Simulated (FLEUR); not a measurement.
# How the volume moves the moments of Cobalt

How does the volume change the magnetic state of Cobalt?

Program: FLEUR MaX-R8.1. Level of theory: PBE; all-electron FLAPW, Dirac cores, scalar-relativistic bands. Results are calculated unless marked as measured.

## (1) Set-up

The structure is hexagonal, space group P6_3/mmc (No. 194). Conventional cell: a = 2.507 Å, b = 2.507 Å, c = 4.070 Å, α = 90.00°, β = 90.00°, γ = 120.00°. Nearest to Co lie 12 Co at 2.50 to 2.51 Å.

## (2) Factor 1, start ferro ++

The scan starts at the cell as given.

All lengths change alike; the factor is that of the volume. Atoms keep their fractional places. Spheres, Kmax and the mesh are the same at all points, the spheres being those of the tightest cell. inpgen writes inp.xml from crystal.txt; cutoffs, mixing, functional, smearing and local orbitals are then set in the file. The k list default-1 (kpts.xml, not shown) is a Γ-centred 14×14×8 mesh; where the ranks do not divide the number of points, some are split in two of half the weight.

Contents of inp.xml:

```
<?xml version="1.0" encoding="UTF-8" standalone="no"?>
<fleurInput fleurInputVersion="0.39">
   <comment>
      Co
   </comment>
   <calculationSetup>
      <cutoffs Kmax="3.73" Gmax="11.2" GmaxXC="11.2" numbands="0"/>
      <scfLoop itmax="110" minDistance="0.00002" maxIterBroyd="15" imix="Anderson" alpha="0.05" precondParam="0.0" spinf="2.0" sdNocoIR="T"/>
      <coreElectrons ctail="T" frcor="F" kcrel="0" coretail_lmax="0"/>
      <xcFunctional name="pbe" relativisticCorrections="F"/>
      <magnetism jspins="2"/>
      <soc l_soc="F" theta="0.0" phi="0.0" spav="F"/>
      <expertModes spex="0" secvar="F"/>
      <geometryOptimization l_f="F" forcealpha="1.0" forcemix="BFGS" epsdisp="0.00001" epsforce="0.00001"/>
      <ldaU l_linMix="F" mixParam="0.05" spinf="1.0"/>
   </calculationSetup>
   <cell>
      <bzIntegration valenceElectrons="34.0" mode="hist" fermiSmearingEnergy="0.00183747">
         <kPointListSelection listName="default-1"/>
         <xi:include xmlns:xi="http://www.w3.org/2001/XInclude" href="kpts.xml"> </xi:include>
      </bzIntegration>
      <xi:include xmlns:xi="http://www.w3.org/2001/XInclude" href="sym.xml"> </xi:include>
      <bulkLattice scale="1.0">
         <bravaisMatrix>
            <row-1>    4.7382992847653478     0.0000000000188973     0.0000000000000000</row-1>
            <row-2>   -2.3691496423921228     4.1034875513345304     0.0000000000000000</row-2>
            <row-3>    0.0000000000000000     0.0000000000000000     7.6909963545095392</row-3>
         </bravaisMatrix>
      </bulkLattice>
   </cell>
   <atomSpecies>
      <species name="Cobalt (Co2.000" element="Co" atomicNumber="27">
         <mtSphere radius="2.2" gridPoints="727" logIncrement="0.017"/>
         <atomicCutoffs lmax="8" lnonsphr="6"/>
         <electronConfig flipSpins="F">
            <coreConfig>(1s1/2) (2s1/2) (2p1/2) (2p3/2)</coreConfig>
            <valenceConfig>(3s1/2) (3p1/2) (3p3/2) (4s1/2) (3d3/2) (3d5/2)</valenceConfig>
            <stateOccupation state="(3d3/2)" spinUp="1.5" spinDown="1.3"/>
            <stateOccupation state="(3d5/2)" spinUp="3.0" spinDown="1.2"/>
         </electronConfig>
         <energyParameters s="4" p="4" d="3" f="4"/>
         <lo type="SCLO" l="0" n="3" eDeriv="0"/>
         <lo type="SCLO" l="1" n="3" eDeriv="0"/>
      </species>
   </atomSpecies>
   <atomGroups>
      <atomGroup species="Cobalt (Co2.000">
         <relPos label="                   1">1.000/3.000 -1.000/3.000 1.000/4.000</relPos>
         <relPos label="                   2">-1.000/3.000 1.000/3.000 -1.000/4.000</relPos>
         <force calculate="T" relaxXYZ="TTT"/>
      </atomGroup>
   </atomGroups>
   <output dos="F" band="F" slice="F">
      <bandDOS minEnergy="-.5*Htr" maxEnergy="0.5*Htr" sigma="0.015" storeEVData="T"/>
      <plotting iplot="0" polar="F">
         <plot TwoD="T" vec1="  1.0  0.0  0.0" vec2="  0.0  1.0  0.0" vec3="  0.0  0.0  1.0" zero="  0.0  0.0  0.0" file="plot"/>
      </plotting>
      <moessbauerParams electricFieldGradient="F" isomerShift="F" coreHyperfine="F" valenceHyperfine="F"/>
   </output>
</fleurInput>
```

Contents of crystal.txt:

```
Co
&input film=F cartesian=F /
2.50739999997  0.00000000001  0.00000000000
-1.25369999999  2.17147209742  0.00000000000
0.00000000000  0.00000000000  4.06990000000
1.8897261246
1.0 1.0 1.0

2
27 0.33333333333  0.66666666667  0.25000000000 : 2.000
27 0.66666666667  0.33333333333  0.75000000000 : 2.000

&kpt div1=14 div2=14 div3=8 gamma=T /
```

Command:

```bash
$ OMP_NUM_THREADS=1 inpgen -f crystal.txt > inpgen.log  # inp.xml is then edited as shown
$ OMP_NUM_THREADS=1 mpirun -n 8 fleur_MPI > fleur.log
```

The log of the run:

```text
Welcome to FLEUR        (www.flapw.de)
      MaX-Release 8.1          (www.max-centre.eu)

 ========== k-point set info ==========
 Selected k-point list: default-1
 k-point list type: mesh
 14 x 14 x 8
 Number of k points: 120

 ------------Calculation Setup---------------------------
 Number of MPI-tasks      :            8
 Number of PE/node        :            8
 Number of OMP-threads    :            1
 k-points in parallel     :            8
 pe's per k-point         :            1
 No of k-point loops      :           15
 Eigenvalue solver        :       lapack
 Number of basis functions:          151
 Approximate size of matrices (H+S) per k-point:         0.000 GB
 --------------------------------------------------------
 Iteration:     1   Distance:       8.50152661 me/bohr^3
 Iteration:     2   Distance:       6.99106919 me/bohr^3
 Iteration:     3   Distance:       3.44777443 me/bohr^3
 Iteration:     4   Distance:       1.29584368 me/bohr^3
 Iteration:     5   Distance:       0.64650731 me/bohr^3
 Iteration:     6   Distance:       0.24965139 me/bohr^3
 Iteration:     7   Distance:       0.15970336 me/bohr^3
 Iteration:     8   Distance:       0.02849043 me/bohr^3
 Iteration:     9   Distance:       0.02893103 me/bohr^3
 Iteration:    10   Distance:       0.00806534 me/bohr^3
 Iteration:    11   Distance:       0.00636518 me/bohr^3
 Iteration:    12   Distance:       0.00226827 me/bohr^3
 Iteration:    13   Distance:       0.00108273 me/bohr^3
 Iteration:    14   Distance:       0.00108682 me/bohr^3
 Iteration:    15   Distance:       0.00037588 me/bohr^3
 Iteration:    16   Distance:       0.00036474 me/bohr^3
 Iteration:    17   Distance:       0.00018661 me/bohr^3
 Iteration:    18   Distance:       0.00003558 me/bohr^3
 Iteration:    19   Distance:       0.00000905 me/bohr^3

 ********************************************************************
 Run finished successfully
 Stop message:
   all done
 ********************************************************************

--- out.xml (last complete iteration) ---
<iteration numberForCurrentRun="   19" overallNumber="   19">
         [... left out ...]
         <bandgap value="0.0036941063" units="eV"/>
         <sumValenceSingleParticleEnergies value="-29.0923456658" units="Htr"/>
         <FermiEnergy value="0.3580675745" units="Htr"/>
         <valenceDensity>
            <mtCharges spin="1">
               <mtCharge atomType="1" total="8.7328047" s="1.1804132" p="3.1492406" d="4.3893847" f="0.0106482"/>
            </mtCharges>
            <mtCharges spin="2">
               <mtCharge atomType="1" total="7.0462833" s="1.1890614" p="3.1866279" d="2.6574369" f="0.0103890"/>
            </mtCharges>
            <spinDependentCharge spin="1" total="18.6103796" interstitial="1.1447702" mtSpheres="17.4656094"/>
            <spinDependentCharge spin="2" total="15.3896204" interstitial="1.2970538" mtSpheres="14.0925666"/>
            <totalCharge value="34.0000000000"/>
         </valenceDensity>
         [... left out ...]
         <magneticMomentsInMTSpheres units="muBohr">
            <globalMagMoment atomType="1" vec="0.00000   0.00000   1.68652"/>
            <localMagMoment atomType="1" vec="0.00000   0.00000   1.68652"/>
         </magneticMomentsInMTSpheres>
         [... left out ...]
         <totalEnergy value="    -2786.9503778437" units="Htr">
            <sumOfEigenvalues value="    -1604.0877052638">
               <coreElectrons value="-1574.9953595980"/>
               <valenceElectrons value="-29.0923456658"/>
            </sumOfEigenvalues>
            <densityCoulombPotentialIntegral value="-4277.2331374895"/>
            <densityEffectivePotentialIntegral value="-4432.2694511434"/>
            <chargeDenXCDenIntegral value="-119.3898994891"/>
            <FockExchangeEnergyValence value="0.0000000000"/>
            <FockExchangeEnergyCore value="0.0000000000"/>
         [... left out ...]
            <tkbTimesEntropy value="0.0006328076"/>
            <freeEnergy value="-2786.9510106513"/>
            <extrapolationTo0K value="-2786.9506942475"/>
         </totalEnergy>
         <densityConvergence units="me/bohr^3">
            <chargeDensity spin="1" distance="0.0000047753"/>
            <chargeDensity spin="2" distance="0.0000047333"/>
            <overallChargeDensity distance="0.0000029176"/>
            <spinDensity distance="0.0000090501"/>
         </densityConvergence>
      </iteration>
```

Wall time 10 s (8 MPI ranks of Arm Neoverse V1, shared host); peak memory 0.32 GiB; 83 s of CPU time.

Read from the output:

| Item | Value |
| --- | --- |
| free energy | -75836.8004 eV |
| program's band gap on this mesh (in a metal only a level spacing) | 0.003694 eV |
| magnetization | 3.221 μB |
| final state | ferromagnetic |
| largest moment | 1.687 μB |

After 19 cycles the largest moment stands at 1.69 μB.

## (3) Factor 1, start antiferro +-

inp.xml: that of step 2 with these lines changed.

```diff
@@ -44,2 +44,15 @@
       </species>
+      <species name="Cobalt (Co-2.000" element="Co" atomicNumber="27">
+         <mtSphere radius="2.2" gridPoints="727" logIncrement="0.017"/>
+         <atomicCutoffs lmax="8" lnonsphr="6"/>
+         <electronConfig flipSpins="F">
+            <coreConfig>(1s1/2) (2s1/2) (2p1/2) (2p3/2)</coreConfig>
+            <valenceConfig>(3s1/2) (3p1/2) (3p3/2) (4s1/2) (3d3/2) (3d5/2)</valenceConfig>
+            <stateOccupation state="(3d3/2)" spinUp="1.3" spinDown="1.5"/>
+            <stateOccupation state="(3d5/2)" spinUp="1.2" spinDown="3.0"/>
+         </electronConfig>
+         <energyParameters s="4" p="4" d="3" f="4"/>
+         <lo type="SCLO" l="0" n="3" eDeriv="0"/>
+         <lo type="SCLO" l="1" n="3" eDeriv="0"/>
+      </species>
    </atomSpecies>
@@ -48,2 +61,5 @@
          <relPos label="                   1">1.000/3.000 -1.000/3.000 1.000/4.000</relPos>
+         <force calculate="T" relaxXYZ="TTT"/>
+      </atomGroup>
+      <atomGroup species="Cobalt (Co-2.000">
          <relPos label="                   2">-1.000/3.000 1.000/3.000 -1.000/4.000</relPos>
```

crystal.txt: that of step 2 with these lines changed.

```diff
@@ -10,3 +10,3 @@
 27 0.33333333333  0.66666666667  0.25000000000 : 2.000
-27 0.66666666667  0.33333333333  0.75000000000 : 2.000
+27 0.66666666667  0.33333333333  0.75000000000 : -2.000
```

The log of the run:

```text
[banner, memory and clock lines left out]
Welcome to FLEUR        (www.flapw.de)
      MaX-Release 8.1          (www.max-centre.eu)

 ========== k-point set info ==========
 Selected k-point list: default-1
 k-point list type: mesh
 14 x 14 x 8
 Number of k points: 120

 [... set-up left out ...]
 Iteration:     1   Distance:      13.80962126 me/bohr^3
 Iteration:     2   Distance:      13.36167907 me/bohr^3
 Iteration:     3   Distance:      10.73507047 me/bohr^3
 Iteration:     4   Distance:       5.30953597 me/bohr^3
 Iteration:     5   Distance:       5.72236998 me/bohr^3
 Iteration:     6   Distance:       3.31738948 me/bohr^3
 Iteration:     7   Distance:       3.52899486 me/bohr^3
 Iteration:     8   Distance:       1.25197705 me/bohr^3
[... lines left out ...]
[... 18 iterations left out ...]
[... lines left out ...]
 Iteration:    33   Distance:       0.00003848 me/bohr^3
 Iteration:    34   Distance:       0.00002678 me/bohr^3
 Iteration:    35   Distance:       0.00002503 me/bohr^3
 Iteration:    36   Distance:       0.00002573 me/bohr^3
 Iteration:    37   Distance:       0.00002264 me/bohr^3
 Iteration:    38   Distance:       0.00001345 me/bohr^3

 ********************************************************************
 Run finished successfully
 Stop message:
   all done
 ********************************************************************

--- out.xml (last complete iteration) ---
<iteration numberForCurrentRun="   38" overallNumber="   38">
         [... left out ...]
         <bandgap value="0.0000004546" units="eV"/>
         <sumValenceSingleParticleEnergies value="-29.1119177262" units="Htr"/>
         <FermiEnergy value="0.3577884956" units="Htr"/>
         [... left out ...]
         <magneticMomentsInMTSpheres units="muBohr">
            <globalMagMoment atomType="1" vec="0.00000   0.00000   1.03928"/>
            <globalMagMoment atomType="2" vec="0.00000   0.00000  -1.03928"/>
         </magneticMomentsInMTSpheres>
         [... left out ...]
         <totalEnergy value="    -2786.9325170588" units="Htr">
            <sumOfEigenvalues value="    -1604.1905346511">
               <coreElectrons value="-1575.0786169249"/>
               <valenceElectrons value="-29.1119177262"/>
            </sumOfEigenvalues>
         [... left out ...]
            <freeEnergy value="-2786.9341406167"/>
            <extrapolationTo0K value="-2786.9333288377"/>
         </totalEnergy>
         <densityConvergence units="me/bohr^3">
            <chargeDensity spin="1" distance="0.0000066644"/>
            <chargeDensity spin="2" distance="0.0000084381"/>
            <overallChargeDensity distance="0.0000070935"/>
            <spinDensity distance="0.0000134504"/>
         </densityConvergence>
      </iteration>
```

It took 26 s on 8 MPI ranks; peak memory 0.37 GiB; 3.4 min of CPU time.

Read from the output:

- free energy: -75836.3413 eV
- program's band gap on this mesh (in a metal only a level spacing): 4.55e-7 eV
- magnetization: 0 μB
- final state: antiferromagnetic
- largest moment: 1.039 μB

After 38 cycles the largest moment stands at 1.04 μB.

## (4) Factor 1, start no spin polarisation

inp.xml: that of step 3 with these lines changed.

```diff
@@ -10,3 +10,3 @@
       <xcFunctional name="pbe" relativisticCorrections="F"/>
-      <magnetism jspins="2"/>
+      <magnetism jspins="1"/>
       <soc l_soc="F" theta="0.0" phi="0.0" spav="F"/>
@@ -31,3 +31,3 @@
    <atomSpecies>
-      <species name="Cobalt (Co2.000" element="Co" atomicNumber="27">
+      <species name="Cobalt (Co)" element="Co" atomicNumber="27">
          <mtSphere radius="2.2" gridPoints="727" logIncrement="0.017"/>
@@ -37,17 +37,4 @@
             <valenceConfig>(3s1/2) (3p1/2) (3p3/2) (4s1/2) (3d3/2) (3d5/2)</valenceConfig>
-            <stateOccupation state="(3d3/2)" spinUp="1.5" spinDown="1.3"/>
-            <stateOccupation state="(3d5/2)" spinUp="3.0" spinDown="1.2"/>
-         </electronConfig>
-         <energyParameters s="4" p="4" d="3" f="4"/>
-         <lo type="SCLO" l="0" n="3" eDeriv="0"/>
-         <lo type="SCLO" l="1" n="3" eDeriv="0"/>
-      </species>
-      <species name="Cobalt (Co-2.000" element="Co" atomicNumber="27">
-         <mtSphere radius="2.2" gridPoints="727" logIncrement="0.017"/>
-         <atomicCutoffs lmax="8" lnonsphr="6"/>
-         <electronConfig flipSpins="F">
-            <coreConfig>(1s1/2) (2s1/2) (2p1/2) (2p3/2)</coreConfig>
-            <valenceConfig>(3s1/2) (3p1/2) (3p3/2) (4s1/2) (3d3/2) (3d5/2)</valenceConfig>
-            <stateOccupation state="(3d3/2)" spinUp="1.3" spinDown="1.5"/>
-            <stateOccupation state="(3d5/2)" spinUp="1.2" spinDown="3.0"/>
+            <stateOccupation state="(3d3/2)" spinUp="1.400000" spinDown="1.400000"/>
+            <stateOccupation state="(3d5/2)" spinUp="2.100000" spinDown="2.100000"/>
          </electronConfig>
@@ -59,7 +46,4 @@
    <atomGroups>
-      <atomGroup species="Cobalt (Co2.000">
+      <atomGroup species="Cobalt (Co)">
          <relPos label="                   1">1.000/3.000 -1.000/3.000 1.000/4.000</relPos>
-         <force calculate="T" relaxXYZ="TTT"/>
-      </atomGroup>
-      <atomGroup species="Cobalt (Co-2.000">
          <relPos label="                   2">-1.000/3.000 1.000/3.000 -1.000/4.000</relPos>
```

crystal.txt: that of step 3 with these lines changed.

```diff
@@ -9,4 +9,4 @@
 2
-27 0.33333333333  0.66666666667  0.25000000000 : 2.000
-27 0.66666666667  0.33333333333  0.75000000000 : -2.000
+27 0.33333333333  0.66666666667  0.25000000000
+27 0.66666666667  0.33333333333  0.75000000000
```

The log of the run:

```text
[banner, memory and clock lines left out]
Welcome to FLEUR        (www.flapw.de)
      MaX-Release 8.1          (www.max-centre.eu)

 ========== k-point set info ==========
 Selected k-point list: default-1
 k-point list type: mesh
 14 x 14 x 8
 Number of k points: 120

 [... set-up left out ...]
 Iteration:     1   Distance:       8.87798805 me/bohr^3
 Iteration:     2   Distance:       7.37833752 me/bohr^3
 Iteration:     3   Distance:       3.10874557 me/bohr^3
 Iteration:     4   Distance:       0.67077984 me/bohr^3
 Iteration:     5   Distance:       0.52295913 me/bohr^3
[...]
<FermiEnergy value="0.3542169194" units="Htr"/>
         [... left out ...]
         <totalEnergy value="    -2786.9312269147" units="Htr">
            <sumOfEigenvalues value="    -1604.2519686489">
               <coreElectrons value="-1575.1260092018"/>
               <valenceElectrons value="-29.1259594471"/>
            </sumOfEigenvalues>
         [... left out ...]
            <freeEnergy value="-2786.9331433891"/>
            <extrapolationTo0K value="-2786.9321851519"/>
         </totalEnergy>
         <densityConvergence units="me/bohr^3">
            <chargeDensity spin="1" distance="0.0000033992"/>
         </densityConvergence>
      </iteration>
```

Wall time 4.9 s (8 MPI ranks); peak memory 0.3 GiB.

Read from the output:

- free energy: -75836.3142 eV
- program's band gap on this mesh (in a metal only a level spacing): 0.001146 eV
- final state: non-magnetic (no spin polarisation)

(Continued in part 2 of 2.)

[Logs and program files are shortened in this print: banners, set-up blocks, solver, clock and traceback lines can be left out without a mark of their own.]

[Logs are printed without paths, hosts, clocks, repeated set-up lines and the standing remarks that a program may print on its own settings, such as how far it seeks lower states.]

[Hosts, paths, dates, database ids (printed as entryN), source tags and the programs' standing remarks are cut or masked in the printed files.]

[Where a cell is said to come from a database of computed structures, the database is the Materials Project.]
